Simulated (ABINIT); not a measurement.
# A GW chain in ABINIT: BaTiO3 (P4mm), part 3 of 3

Wanted: ground state, empty states, screening and self-energy for BaTiO3 (P4mm).

ABINIT 10.8.3; PBE and many-body steps on it, plane waves. Known limits of the many-body steps: not at the basis limit; screening head approximate; coarse k mesh.

So far. Step 4 (Empty states on the mesh, 4×4×4 mesh, 202 bands): On this mesh the gap is 1.816 eV. Step 5 (Screening, 4×4×4 mesh, 184 bands, screening to 119.7 eV): Local fields lower ε∞ by 8 %. On a Γ-centred mesh this coarse the value itself is usually too large, while a short band sum pulls it down.

The database entry behind the starting cell differs from later determinations by our own check (c/a about 0.6 % short), so it need not match the best structure at ambient conditions.

### 6. Self-energy, 4×4×4 mesh, 184 bands, screening to 119.7 eV

The self-energy is evaluated for the states that the input lists, and the levels follow from it, in one-shot runs by the linearised quasiparticle equation.

This step: G0W0 on PBE with spin-orbit coupling, plane waves, norm-conserving pseudopotentials.

Input file run.abi:

```
acell 3*1.0 Angstrom
rprim 
  3.999800000000 0.000000000000 0.000000000000
  0.000000000000 3.999800000000 0.000000000000
  0.000000000000 0.000000000000 4.018000000000
ntypat 3
znucl 56 22 8
natom 5
typat 1 2 3 3 3
xred 
  0.000000000000 0.000000000000 0.000000000000
  0.500000000000 0.500000000000 0.490000000000
  0.500000000000 0.500000000000 0.019000000000
  0.500000000000 0.000000000000 0.517000000000
  0.000000000000 0.500000000000 0.517000000000
pp_dirpath "pseudos"
pseudos "Ba.upf, Ti.upf, O.upf"
ecut 38
nspinor 2
ngkpt 4 4 4
nshiftk 1
shiftk 0 0 0
kptopt 1
chksymbreak 0
istwfk *1
occopt 1
irdwfk 1
optdriver 4
nband 184
gwcalctyp 0
ecutsigx 38
symsigma 0
nkptgw 2
kptgw 
  0.5000000000 0.5000000000 0.5000000000
  0.0000000000 0.0000000000 0.0000000000
bdgw 
  37 44
  37 44
ecuteps 4.4
irdscr 1
ppmodel 1
indata_prefix "in"
outdata_prefix "out"
tmpdata_prefix "tmp"
```

On the command line:

```
$ OMP_NUM_THREADS=1 mpirun -n 4 abinit run.abi > log
```

Numbers of over 12 decimals in the logs are rounded to 6 here.

The program printed:

```text
.Version 10.8.3 of ABINIT. v10.8.2 released Aug 2026.

 Symmetries : space group P4 m m (# 99); Bravais tP (primitive tetrag.)
[... echo of the input left out ...]
== DATASET  1 ==================================================================
-   mpi_nproc: 4, omp_nthreads: 1 (-1 if OMP is not activated)

--- !DatasetInfo
iteration_state: {dtset: 1, }
dimensions: {natom: 5, nkpt: 18, mband: 184, nsppol: 1, nspinor: 2, nspden: 1, mpw: 4929, }
cutoff_energies: {ecut:  38.0, pawecutdg:  -1.0, }
electrons: {nelect:   4.00000000E+01, charge:   0.00000000E+00, occopt:   1.00000000E+00, tsmear:   1.00000000E-02, }

 SIGMA: Calculation of the GW corrections

 Based on a program developped by R.W. Godby, V. Olevano, G. Onida, and L. Reining.
 Incorporated in ABINIT by V. Olevano, G.-M. Rignanese, and M. Torrent.
.Using double precision arithmetic ; gwpc =  8

[... cell and pseudopotentials left out ...]
--------------------------------------------------------------------------------

 ==== K-mesh for the wavefunctions ====
 Number of points in the irreducible wedge :    18
[... list of points left out ...]
 Together with  8 symmetry operations and time-reversal symmetry
 yields    64 points in the full Brillouin Zone.

 ==== Q-mesh for screening function ====
 Number of points in the irreducible wedge :    18
[... list of points left out ...]
 Together with  8 symmetry operations and time-reversal symmetry
 yields    64 points in the full Brillouin Zone.

 vcoul_init : cutoff-mode = AUXILIARY_FUNCTION
 q-points for optical limit:   1
     1)      0.000010    0.000020    0.000030
 setmesh: FFT mesh size selected  =    45x   45x   45
          total number of points  =        91125

 Number of electrons calculated from density =   40.0000; Expected =   40.0000
 average of density, n =  0.092210
 r_s =    1.3731
 omega_plasma =   29.2917 [eV]

 === KS Band Gaps ===
  >>>> For spin  1
   Minimum direct gap =   2.0499 [eV], located at k-point      :   0.0000  0.0000  0.0000
   Fundamental gap    =   1.8162 [eV], Top of valence bands at :   0.5000  0.5000  0.5000
                                       Bottom of conduction at :   0.0000  0.0000  0.0000
 SIGMA fundamental parameters:
 PLASMON POLE MODEL  1
 number of plane-waves for SigmaX                 4929
 number of plane-waves for SigmaC and W            179
 number of plane-waves for wavefunctions          4929
 number of bands                                   184
 number of independent spin polarizations            1
 number of spinorial components                      2
 number of k-points in IBZ                          18
 number of q-points in IBZ                          18
 number of symmetry operations                       8
 number of k-points in BZ                           64
 number of q-points in BZ                           64
 number of frequencies for dSigma/dE                 9
 frequency step for dSigma/dE [eV]                0.25
 number of omega for Sigma on real axis              0
 max omega for Sigma on real axis  [eV]           0.00
 zcut for avoiding poles [eV]                     0.10

 EPSILON^-1 parameters (SCR file):
 dimension of the eps^-1 matrix on file            179
 dimension of the eps^-1 matrix used               179
 number of plane-waves for wavefunctions          4929
 number of bands                                   184
 number of q-points in IBZ                          18
 number of frequencies                               2
 number of real frequencies                          1
 number of imag frequencies                          1

 matrix elements of self-energy operator (all in [eV])

 Perturbative Calculation

--- !SelfEnergy_ee
iteration_state: {dtset: 1, }
kpoint     : [   0.500,    0.500,    0.500, ]
spin       : 1
KS_gap     :    4.200
QP_gap     :    5.972
Delta_QP_KS:    1.772
data: !SigmaeeData |
     Band     E0 <VxcDFT>   SigX SigC(E0)      Z dSigC/dE  Sig(E)    E-E0       E
       37   6.558 -19.965 -24.986   5.222   0.766  -0.306 -19.811   0.154   6.712
       38   6.558 -19.965 -24.986   5.222   0.766  -0.306 -19.811   0.154   6.712
       39   6.636 -19.988 -25.025   5.257   0.765  -0.308 -19.819   0.169   6.805
       40   6.636 -19.988 -25.025   5.257   0.765  -0.308 -19.819   0.169   6.805
       41  10.836 -21.897 -13.200  -6.071   0.739  -0.353 -19.956   1.941  12.777
       42  10.836 -21.897 -13.200  -6.071   0.739  -0.353 -19.956   1.941  12.777
       43  10.836 -21.897 -13.248  -6.008   0.739  -0.352 -19.944   1.953  12.790
       44  10.836 -21.897 -13.248  -6.008   0.739  -0.352 -19.944   1.953  12.790

--- !SelfEnergy_ee
iteration_state: {dtset: 1, }
kpoint     : [   0.000,    0.000,    0.000, ]
spin       : 1
KS_gap     :    2.050
QP_gap     :    3.499
Delta_QP_KS:    1.449
data: !SigmaeeData |
     Band     E0 <VxcDFT>   SigX SigC(E0)      Z dSigC/dE  Sig(E)    E-E0       E
       37   6.394 -20.143 -24.720   4.786   0.772  -0.296 -19.981   0.162   6.555
       38   6.394 -20.143 -24.720   4.786   0.772  -0.296 -19.981   0.162   6.555
       39   6.402 -20.054 -24.534   4.693   0.772  -0.296 -19.889   0.164   6.567
       40   6.402 -20.054 -24.534   4.693   0.772  -0.296 -19.889   0.164   6.567
       41   8.452 -18.818 -11.413  -5.336   0.780  -0.282 -17.204   1.614  10.066
       42   8.452 -18.817 -11.413  -5.336   0.780  -0.282 -17.204   1.614  10.066
       43   8.655 -19.009 -11.904  -5.022   0.779  -0.283 -17.386   1.623  10.278
       44   8.655 -19.009 -11.904  -5.022   0.779  -0.283 -17.386   1.623  10.278

== END DATASET(S) ==============================================================
================================================================================

 -outvars: echo values of variables after computation  --------
           etotal      0.0000000000E+00
            nband         184
             nkpt          18
          spgroup          99
 [... the other variables as echoed above ...]

 Calculation completed.
```

Run time: 3.6 min. Hardware: 4 MPI ranks of Arm Neoverse V1, shared host; peak memory 3.2 GiB; 14 min of CPU time.

Numbers from this step:

```yaml
g0w0_gap_on_the_points_computed: 3.261 eV
starting_gap_on_the_mesh: 1.816 eV
k_of_the_valence_top: 0.5, 0.5, 0.5
k_of_the_conduction_bottom: 0, 0, 0
z_at_the_valence_top: 0.765
z_at_the_conduction_bottom: 0.78
least_direct_g0w0_gap_on_the_computed_points: 3.499 eV
```

The gap on the mesh goes from 1.82 eV to 3.26 eV, a correction of +1.44 eV.

Limits: finite bands, cutoff and mesh; screening head approximate; coarse k mesh. v1 is the top filled band, c1 the lowest empty one. The levels before and after the correction (eV, zero at the valence-band top of each column):

|  | conduction bottom | valence top |
| --- | --- | --- |
| Kohn-Sham | 1.82 | 0.00 |
| G0W0 | 3.26 | 0.00 |

|  | level | energy (eV) |
| --- | --- | --- |
| Kohn-Sham | (0.5 0.5 0.5) v3 | -0.078 |
| Kohn-Sham | (0.5 0.5 0.5) v2-v1 | 0.000 |
| Kohn-Sham | (0.5 0.5 0.5) c1-c2 | 4.200 |
| Kohn-Sham | (0.5 0.5 0.5) c3 | 4.200 |
| Kohn-Sham | Γ v3 | -0.242 |
| Kohn-Sham | Γ v2-v1 | -0.234 |
| Kohn-Sham | Γ c1-c2 | 1.816 |
| Kohn-Sham | Γ c3 | 2.019 |
| G0W0 | (0.5 0.5 0.5) v3 | -0.093 |
| G0W0 | (0.5 0.5 0.5) v2-v1 | 0.000 |
| G0W0 | (0.5 0.5 0.5) c1-c2 | 5.972 |
| G0W0 | (0.5 0.5 0.5) c3 | 5.985 |
| G0W0 | Γ v3 | -0.250 |
| G0W0 | Γ v2-v1 | -0.238 |
| G0W0 | Γ c1-c2 | 3.261 |
| G0W0 | Γ c3 | 3.473 |

### 7. Where the time went

Times are wall times on 4 MPI ranks of Arm Neoverse V1, shared host, good to a factor of about two.

| step | time | share | memory (GiB) |
| --- | --- | --- | --- |
| ground state | 4.3 min | 12 % | 0.49 |
| bands along the symmetry lines | 4.9 min | 13 % | 0.62 |
| empty states on the mesh | 9.1 min | 25 % | 0.92 |
| screening | 15 min | 41 % | 4.7 |
| self-energy | 3.6 min | 10 % | 3.2 |

### 8. Outcome

```
PBE gap              : 1.82 eV, indirect
G0W0 gap on the mesh : 3.26 eV
GW settings          : 4×4×4 mesh, 184 bands, screening to 119.7 eV, Godby-Needs plasmon pole
known limits         : not at the basis limit; screening head approximate; coarse k mesh
```

G0W0 moves the gap on the mesh from 1.82 eV to 3.26 eV (+1.44 eV), with Z of 0.77 and 0.78 at the edges. Local fields lower the RPA ε∞ on this mesh from 7.85 to 7.23; a Γ-centred mesh this coarse tends to raise both, most where the direct gap is narrow, while a short band sum lowers them. Only 2 of the mesh's irreducible points were corrected, so a valley elsewhere could overtake. The dearest step here is «screening». Bands and cutoff are finite, so the gap is not at the basis limit. The miss can reach some tenths of an eV and take either sign; the mesh is an error of its own. In the G0W0 run levels were corrected at 2 k points alone, so a gap called «on the mesh» is the least over those, and an edge elsewhere would be missed. The 4×4×4 mesh is coarse for this cell, which bears on the long-range parts of exchange and screening. The long-wavelength limit of the screening leaves out the non-local commutator, which shifts ε∞.

[Paths, hosts, dates, memory and timing lines, banners, echoed tables and standing remarks are left out of the program output.]

[Logs are printed without paths, hosts, clocks, repeated set-up lines and the standing remarks that a program may print on its own settings, such as how far it seeks lower states.]

[Runs of the session that timed out or met a known fault of the program may be left out.]

[Hosts, paths, dates, database ids (printed as entryN), source tags and the programs' standing remarks are cut or masked in the printed files.]

[G0W0 gaps are taken among the corrected bands and points alone; a level outside them can change the order at an edge.]

[Where Ansatz stands beside ABINIT at settings called matched, ABINIT's density can come from a denser mesh and the files from another edition; pairs whose starting gaps differed by over 0.03 eV were left out, so agreement reads better than it is.]
